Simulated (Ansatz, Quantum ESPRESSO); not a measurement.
# Evanescent states of SrO, rock salt type, lattice constant set to 5.274 Å, part 4 of 4

Aim: how fast states decay in the gap of SrO, rock salt type, lattice constant set to 5.274 Å.

Quantum ESPRESSO 7.5; plane-wave DFT, LDA, GBRV ultrasoft pseudopotentials; cross-check by Ansatz 0.2.0 with PAW datasets.

So far. Step 2 (SCF with pw.x): The run needed 13 iterations to bring the estimated error under 1e-09 Ry.

### 6. Cross-check with Ansatz

A second code with its own PAW datasets, on the same atoms.

Level of this step: plane-wave DFT, LDA, Ansatz PAW (Ansatz 0.2.0).

input.yaml reads:

```yaml
crystal:
  lattice:
    - [3.729281164, 0.0, 0.0]
    - [0.0, 3.729281164, 0.0]
    - [0.0, 0.0, 5.274]
  atoms:
    - { symbol: Sr, position: [0.0, 0.0, 0.0] }
    - { symbol: O, position: [0.5, 0.5, 0.0] }
    - { symbol: Sr, position: [0.5, 0.5, 0.5] }
    - { symbol: O, position: [0.0, 0.0, 0.5] }
kpoints:
  mp_grid: { grid: [6, 6, 6] }
hamiltonian:
  xc: lda
scf:
  occupations: { method: fixed }
  convergence: { dr2_threshold: 1.0e-09 }
output:
  transmission:
    leads: [[0, 0]]
    kpoints: [[0, 0], [0.5, 0], [0.5, 0.5], [0.25, 0]]
    e_range: [-1.92, 7.44]
    de: 0.24
```

Command:

```
ansatz run input.yaml --threads 2 --pin off --max-ram 4096MiB --backend cpu --events-out ev --progress --plain --runs-dir out
```

Numbers of over 12 decimals in the logs are rounded to 6 here.

What it wrote:

```text
Engine: ansatz 0.2.0, x86_64-unknown-linux-gnu
Pseudopotentials: kind: paw
Pseudopotential: Sr, paw, valence charge 10, recommended cutoff 420 eV (normal), Sr.paw.azcp
Pseudopotential: O, paw, valence charge 6, recommended cutoff 420 eV (normal), O.paw.azcp
Functional definition: SPW92
  exchange = slater_x
  correlation = pw_c
Crystal: 4 atoms, lattice volume = 73.348 Å³
Basis set: ecut = 420 eV, 1449 PW (Γ)
Bands: 20, of which v1, the nominal top of the filled ones, is band 16 counted from 1 (15 counted from 0)
Symmetry: 32 space group operations
Space group: Fm-3m (ITA 225), of the structure as read, at distance tolerance 4.2e-5 Å
k-points: 40 of 216
Non-local potential: Sr, projectors of the file, l = 0: 3, l = 1: 2, l = 2: 2
Non-local potential: O, projectors of the file, l = 0: 2, l = 1: 2, l = 2: 1
PAW form: soft (Blöchl's): semilocal exchange-correlation on the pseudo side does not see the compensation charge
PAW frozen core: Sr, regenerated for the run's functional, and the local potential with it (the file was generated under x = pbe(κ = 0.804, μ = 0.219515), c = pbe(β = 0.066725))
PAW frozen core: O, regenerated for the run's functional, and the local potential with it (the file was generated under x = pbe(κ = 0.804, μ = 0.219515), c = pbe(β = 0.066725))
PAW one-centre angular grid: Sr, 110 points (default); XC on 64 Gauss nodes
PAW one-centre angular grid: O, 110 points (default); XC on 64 Gauss nodes
Initial density: superposition of atomic densities (neutral atoms: chi_scale 0, normalization atom), corrected by the library's trained network
Initial wavefunctions: pseudopotential atomic-orbital guess
Functional: x = slater, c = lda
SCF iter   1: F=—  HF=-8005.419304 eV  |F-HF|=—  |Δ(HF+E_count)|=         —  Δρ=1.61e-2  dr2=1.99e-1  ethr=1.77e-3  ⟨swp⟩=5.3  Hψ=3891  notcnv=0  defer=41
preconditioner: auto → none  [insulator: Δε(μ)=2.905 eV  Ē_g=14.244 eV  n_scr=14 (ndim 8)  ℏωp=22.9 eV  f_vac=0.000  ε∞_Penn≈3.6]
SCF iter   2: F=—  HF=-8005.423062 eV  |F-HF|=—  |Δ(HF+E_count)|=   3.76e-3  Δρ=1.84e-2  dr2=2.14e-1  ethr=6.21e-4  ⟨swp⟩=2.6  Hψ=1807  notcnv=0  defer=74
SCF iter   3: F=—  HF=-8005.375442 eV  |F-HF|=—  |Δ(HF+E_count)|=   4.76e-2  Δρ=2.13e-3  dr2=1.20e-3  ethr=6.21e-4  ⟨swp⟩=2.2  Hψ=1138  notcnv=0  defer=69
SCF iter   4: F=—  HF=-8005.375080 eV  |F-HF|=—  |Δ(HF+E_count)|=   3.62e-4  Δρ=2.62e-4  dr2=1.94e-5  ethr=3.74e-6  ⟨swp⟩=2.5  Hψ=1254  notcnv=0  defer=78
SCF iter   5: F=—  HF=-8005.375071 eV  |F-HF|=—  |Δ(HF+E_count)|=   8.68e-6  Δρ=7.06e-5  dr2=1.60e-6  ethr=6.06e-8  ⟨swp⟩=2.2  Hψ=1413  notcnv=0  defer=62
SCF iter   6: F=—  HF=-8005.375075 eV  |F-HF|=—  |Δ(HF+E_count)|=   3.67e-6  Δρ=2.48e-5  dr2=2.07e-7  ethr=5.00e-9  ⟨swp⟩=1.3  Hψ=847  notcnv=0  defer=37
SCF iter   7: F=-8005.375075 eV  HF=-8005.375075 eV  |F-HF|=1.82e-12  |Δ(HF+E_count)|=   2.68e-8  Δρ=3.57e-7  dr2=3.26e-11  ethr=3.13e-12  ⟨swp⟩=5.8  Hψ=4611  notcnv=0
SCF 1 converged in 7 iterations: F = -8005.375075 eV  dr2 = 3.26e-11
  greatest PAW one-centre occupation: 0.987 electrons in one spin orbital (limit 2), on the Sr atom at site 2 (counted from 0), in its partial waves of l = 0
transmission: 10 of 40 steps passed
transmission: 20 of 40 steps passed
transmission: 30 of 40 steps passed
transmission: 40 of 40 steps passed
SCF converged after 7 iterations
Free energy (F): -8005.375075 eV
Harris-Foulkes:  -8005.375075 eV  (|F-HF|=1.82e-12)
Internal energy: -8005.375075 eV  (E = F + TS)
E sigma→0 (E₀):  -8005.375075 eV
Fermi energy:    6.716648 eV
--- Per-component energies (eV) ---
  E_band       = -154.442602
  E_kinetic    = 837.243751
  E_local      = -1804.960231  (includes V_loc(G=0)·N_el)
  E_nonlocal   = 511.613816
  E_hartree    = 486.342081
  E_xc         = -489.740628
  E_vxc        = -512.134232  (∫ρ·V_xc dr)
  E_paw        = -5487.164277  (= ΣΔE_a)
  E_vpaw       = -158.894802  (= ΣTr[D̂ρ^β])
  E_aug_tail   = 0.004866  (compensation charges beyond the density's cutoff)
  E_ewald      = -2059.496567
  E_core_change = 0.782114  (= ΣΔE_core)
  E_smearing   = -0.000000  (= −TS)
  E_closure    = -0.000000  (closes the sum)
  Σ components = -8005.375075   (vs F -8005.375075, Δ=0.00e0)
--- Band table (eV; the first three rows and the last of 40) ---
  k-point 0: bands = [... 12 lower, 6.5937, 6.7166, 6.7166, 6.7166, 9.9109, 10.0122, 12.7088, 12.7088]
  k-point 1: bands = [... 12 lower, 6.5826, 6.5826, 6.6828, 6.6828, 10.0333, 10.4076, 12.3845, 12.9836]
  k-point 2: bands = [... 12 lower, 6.5634, 6.5634, 6.6148, 6.6148, 10.3936, 11.1718, 11.6852, 12.8593]
  k-point 39: bands = [... 12 lower, 6.2283, 6.2283, 6.2283, 6.2283, 12.4347, 12.4347, 12.4347, 12.4347]
--- Transmission ---
  basis      : 121 plane waves across, 10 finite elements along
  points     : 4, as listed
  energies   : 40 from -1.920000 to 7.440000 eV about the Fermi level, 0.240000 eV apart; the leads are filled to 1.597100 eV, and channels, transmission and decay are at 1.680000 eV
  crystal 0  : Sr2O2, at the sites [0, 0], period 5.2740 Å: whole cells are its period
    offset         : up to 0.0000 Å between an atom of the period and one for which it stands
    channels       : 0.000000e0 a spin
    conductance    : none, the energies end too early or step too widely for 300 K: set another output.transmission.e_range or a lower de, or, where they end at an eighth of basis.ecutwfc, a higher one
    slowest decay  : 0.2465 /Å at (0.0000, 0.0000)
```

Run time: 13 s. Hardware: 2 threads of Intel Xeon Platinum 8375C at 2.90GHz (Ice Lake), shared host; peak memory 0.44 GiB.

Read from the output:

```
free energy                                      : -8005.3751 eV
gap by band count                                : 3.194 eV
symmetry operations                              : 32
slowest decay at the grid energy nearest mid-gap : 0.2465 Å⁻¹
peak of the smallest κ at the zone centre        : 0.2465 Å⁻¹
peak of the smallest κ at (1/2, 0)               : 0.4264 Å⁻¹
peak of the smallest κ at (1/2, 1/2)             : 0.3594 Å⁻¹
peak of the smallest κ at (1/4, 0)               : 0.3283 Å⁻¹
valence top, on the run's zero                   : 6.717 eV
```

K across = (0, 0) in the cell's reciprocal vectors; values within 0.0025 1/Å of each other count once, columns are sorted by size at each energy, a dash where no further value was kept. The Im kz of the slowest decaying states by energy, zero at the highest filled level of the SCF mesh:

| energy (eV) | decay 1 (Å⁻¹) | decay 2 (Å⁻¹) | decay 3 (Å⁻¹) |
| --- | --- | --- | --- |
| -1.92 | 0.306 | 0.946 | 1.23 |
| -1.44 | 0.164 | 0.866 | 1.17 |
| -0.96 | 0.758 | 1.11 | 1.35 |
| -0.48 | 0.0916 | 0.575 | 1.05 |
| -0.24 | 0.214 | 0.356 | 1.01 |
| 0.00 | 0.0117 | 0.0327 | 0.278 |
| 0.24 | 0.134 | 0.322 | 0.399 |
| 0.72 | 0.207 | 0.383 | 0.535 |
| 1.20 | 0.238 | 0.423 | 0.579 |
| 1.68 | 0.246 | 0.452 | 0.592 |
| 2.16 | 0.236 | 0.473 | 0.568 |
| 2.64 | 0.202 | 0.418 | 0.487 |
| 2.88 | 0.170 | 0.316 | 0.493 |
| 3.36 | 0.500 | 0.534 | 0.773 |
| 3.84 | 0.497 | 0.503 | 0.700 |
| 4.32 | 0.449 | 0.503 | 0.631 |
| 4.80 | 0.388 | 0.499 | 0.569 |
| 5.28 | 0.306 | 0.490 | 0.514 |
| 5.76 | 0.179 | 0.463 | 0.478 |
| 6.00 | 0.0293 | 0.438 | 0.470 |
| 6.48 | 0.214 | 0.386 | 0.449 |
| 6.96 | 0.279 | 0.326 | 0.420 |
| 7.44 | 0.157 | 0.250 | 0.315 |

K across = (0, 0) in the cell's reciprocal vectors. Re kz of states that move upwards against energy, zero at the highest filled level of the SCF mesh:

| energy (eV) | channel 1 (Å⁻¹) | channel 2 (Å⁻¹) | channel 3 (Å⁻¹) |
| --- | --- | --- | --- |
| -1.92 | - | - | - |
| -1.44 | - | - | - |
| -0.96 | -0.381 | -0.321 | - |
| -0.48 | -0.227 | - | - |
| -0.24 | -0.150 | - | - |
| 0.00 | - | - | - |
| 0.24 | - | - | - |
| 0.72 | - | - | - |
| 1.20 | - | - | - |
| 1.68 | - | - | - |
| 2.16 | - | - | - |
| 2.64 | - | - | - |
| 2.88 | - | - | - |
| 3.36 | 0.0746 | 0.231 | - |
| 3.84 | 0.241 | 0.461 | - |
| 4.32 | -0.575 | 0.364 | - |
| 4.80 | -0.442 | 0.481 | - |
| 5.28 | -0.314 | 0.595 | - |
| 5.76 | -0.486 | -0.165 | - |
| 6.00 | -0.430 | 0.0333 | 0.0333 |
| 6.48 | -0.316 | 0.267 | 0.267 |
| 6.96 | -0.179 | 0.384 | 0.384 |
| 7.44 | 0.480 | 0.480 | - |

K across = (1/2, 0) in the cell's reciprocal vectors; values within 0.0025 1/Å of each other count once, columns are sorted by size at each energy, a dash where no further value was kept. Table of Im kz of the slowest decaying states by energy, zero at the highest filled level of the SCF mesh:

| energy (eV) | decay 1 (Å⁻¹) | decay 2 (Å⁻¹) | decay 3 (Å⁻¹) |
| --- | --- | --- | --- |
| -1.92 | 0.595 | 0.756 | - |
| -1.68 | 0.514 | 0.691 | - |
| -1.44 | 0.246 | 0.411 | 0.603 |
| -1.20 | 0.275 | 0.377 | 0.462 |
| -0.96 | 0.461 | - | - |
| -0.72 | 0.423 | 0.519 | - |
| -0.48 | 0.547 | 0.559 | - |
| -0.24 | 0.187 | 0.587 | 0.612 |
| 0.00 | 0.255 | 0.608 | 0.655 |
| 0.24 | 0.298 | 0.622 | 0.684 |
| 0.72 | 0.352 | 0.639 | 0.720 |
| 0.96 | 0.371 | 0.642 | 0.732 |
| 1.20 | 0.385 | 0.643 | 0.739 |
| 1.44 | 0.397 | 0.642 | 0.745 |
| 1.68 | 0.406 | 0.638 | 0.747 |
| 1.92 | 0.413 | 0.633 | 0.748 |
| 2.16 | 0.419 | 0.626 | 0.747 |
| 2.40 | 0.423 | 0.618 | 0.745 |
| 2.64 | 0.425 | 0.607 | 0.741 |
| 2.88 | 0.426 | 0.595 | 0.736 |
| 3.12 | 0.426 | 0.582 | 0.730 |
| 3.36 | 0.425 | 0.566 | 0.722 |
| 3.60 | 0.422 | 0.549 | 0.714 |
| 3.84 | 0.418 | 0.530 | 0.704 |
| 4.08 | 0.412 | 0.508 | 0.693 |
| 4.32 | 0.405 | 0.483 | 0.681 |
| 4.56 | 0.397 | 0.455 | 0.668 |
| 4.80 | 0.387 | 0.421 | 0.653 |
| 5.28 | 0.346 | 0.620 | 1.03 |
| 5.52 | 0.288 | 0.314 | 0.601 |
| 5.76 | 0.166 | 0.284 | 0.581 |
| 6.00 | 0.233 | 0.558 | 0.822 |
| 6.24 | 0.141 | 0.239 | 0.532 |
| 6.48 | 0.491 | 0.504 | 0.588 |
| 6.72 | 0.471 | 0.484 | 0.642 |
| 6.96 | 0.416 | 0.434 | 0.729 |
| 7.20 | 0.365 | 0.388 | 0.782 |
| 7.44 | 0.318 | 0.329 | 0.816 |

K across = (1/2, 1/2) in the cell's reciprocal vectors; values within 0.0025 1/Å of each other count once, columns are sorted by size at each energy, a dash where no further value was kept. The Im kz of the slowest decaying states by energy, zero at the highest filled level of the SCF mesh:

| energy (eV) | decay 1 (Å⁻¹) | decay 2 (Å⁻¹) | decay 3 (Å⁻¹) |
| --- | --- | --- | --- |
| -1.92 | 0.354 | 0.853 | - |
| -1.44 | 0.252 | 0.754 | - |
| -0.96 | 0.603 | - | - |
| -0.48 | 0.383 | - | - |
| -0.24 | 0.648 | - | - |
| 0.00 | 0.129 | 0.202 | 0.751 |
| 0.24 | 0.211 | 0.301 | 0.817 |
| 0.72 | 0.295 | 0.365 | 0.900 |
| 1.20 | 0.342 | 0.372 | 0.954 |
| 1.68 | 0.350 | 0.373 | 0.991 |
| 2.16 | 0.306 | 0.393 | 1.02 |
| 2.64 | 0.234 | 0.405 | 1.04 |
| 2.88 | 0.180 | 0.409 | 1.04 |
| 3.36 | 0.412 | 1.06 | 1.38 |
| 3.84 | 0.409 | 1.06 | 1.33 |
| 4.32 | 0.402 | 1.07 | 1.27 |
| 4.80 | 0.389 | 1.07 | 1.21 |
| 5.28 | 0.369 | 1.07 | 1.15 |
| 5.76 | 0.341 | 1.07 | 1.08 |
| 6.00 | 0.322 | 1.04 | 1.07 |
| 6.48 | 0.271 | 0.964 | 1.07 |
| 6.96 | 0.177 | 0.877 | 1.07 |
| 7.44 | 0.781 | 1.07 | 1.43 |

K across = (1/4, 0) in the cell's reciprocal vectors; values within 0.0025 1/Å of each other count once, columns are sorted by size at each energy, a dash where no further value was kept. Im kz of the slowest decaying states against energy, zero at the highest filled level of the SCF mesh:

| energy (eV) | decay 1 (Å⁻¹) | decay 2 (Å⁻¹) | decay 3 (Å⁻¹) |
| --- | --- | --- | --- |
| -1.92 | 0.241 | 0.759 | 0.851 |
| -1.68 | 0.137 | 0.702 | 0.803 |
| -1.20 | 0.533 | 0.675 | 1.35 |
| -0.96 | 0.0774 | 0.375 | 0.574 |
| -0.72 | 0.311 | 0.331 | 0.388 |
| -0.24 | 0.238 | 0.431 | 0.493 |
| 0.00 | 0.141 | 0.294 | 0.522 |
| 0.24 | 0.207 | 0.332 | 0.561 |
| 0.72 | 0.272 | 0.385 | 0.589 |
| 0.96 | 0.291 | 0.404 | 0.595 |
| 1.20 | 0.306 | 0.420 | 0.598 |
| 1.68 | 0.323 | 0.445 | 0.594 |
| 1.92 | 0.327 | 0.454 | 0.588 |
| 2.16 | 0.328 | 0.462 | 0.581 |
| 2.64 | 0.324 | 0.473 | 0.560 |
| 2.88 | 0.318 | 0.477 | 0.546 |
| 3.36 | 0.297 | 0.481 | 0.514 |
| 3.60 | 0.281 | 0.480 | 0.495 |
| 3.84 | 0.260 | 0.473 | 0.545 |
| 4.32 | 0.195 | 0.316 | 0.421 |
| 4.56 | 0.0848 | 0.136 | 0.389 |
| 4.80 | 0.350 | 0.468 | 0.479 |
| 5.28 | 0.229 | 0.406 | 0.469 |
| 5.52 | 0.0760 | 0.369 | 0.463 |
| 5.76 | 0.0503 | 0.325 | 0.456 |
| 6.24 | 0.188 | 0.198 | 0.439 |
| 6.48 | 0.0601 | 0.191 | 0.430 |
| 6.72 | 0.169 | 0.421 | 0.510 |
| 7.20 | 0.170 | 0.409 | 0.422 |
| 7.44 | 0.0592 | 0.296 | 0.366 |

### 7. Worked from the printed numbers

T falls as exp(−2κd). With κ = 0.246 1/Å, 10 Å of barrier pass exp(−2 × 0.246 × 10) = 0.0073 of that channel, interfaces aside.

### 8. Results

| Item | Value |
| --- | --- |
| gap on the SCF mesh | 3.20 eV |
| smallest κ at mid-gap among the four k points, at the zone centre | 0.246 Å⁻¹ |
| peak of the smallest κ in the stop band at the zone centre | 0.247 Å⁻¹ |
| peak of the smallest κ in the stop band at (1/2, 0) | 0.427 Å⁻¹ |
| peak of the smallest κ in the stop band at (1/2, 1/2) | 0.359 Å⁻¹ |
| peak of the smallest κ in the stop band at (1/4, 0) | 0.329 Å⁻¹ |
| energy of the peak at the zone centre, over the highest filled level | 1.68 eV |
| peak at the zone centre by Ansatz | 0.246 Å⁻¹ |

In words: With a gap of 3.20 eV on the mesh, the smallest κ at mid-gap among the four k points, at the zone centre is 0.246 Å⁻¹ (LDA, GBRV ultrasoft). For a barrier with the Fermi level at mid-gap the slowest state found, at the zone centre, loses a factor of ten in probability every 4.7 Å or so. Stop bands away from the zone centre are mostly wider than the gap, so their peaks can lie above the conduction bottom. At the zone centre pwcond's peak is 0.247 and Ansatz's 0.246 1/Å, 0 % apart. The cell is the a/√2 one, turned by 45°, with two primitive cells, so X along [001] folds onto kz = 0. A semilocal gap is too small, often by a third to a half and by more in narrow-gap crystals, so real barriers decay faster. Spin-orbit coupling is left out; depending on the atoms that carry the levels of interest, it can split and shift them by tens to hundreds of meV.

[Logs are printed without paths, hosts, clocks, repeated set-up lines and the standing remarks that a program may print on its own settings, such as how far it seeks lower states.]

[Hosts, paths, dates, database ids (printed as entryN), source tags and the programs' standing remarks are cut or masked in the printed files.]

[Maps of the electrostatic potential energy from Ansatz leave out the sawtooth potential of an applied field or a dipole correction, so their vacuum need not be flat; planar profiles and work functions include it.]
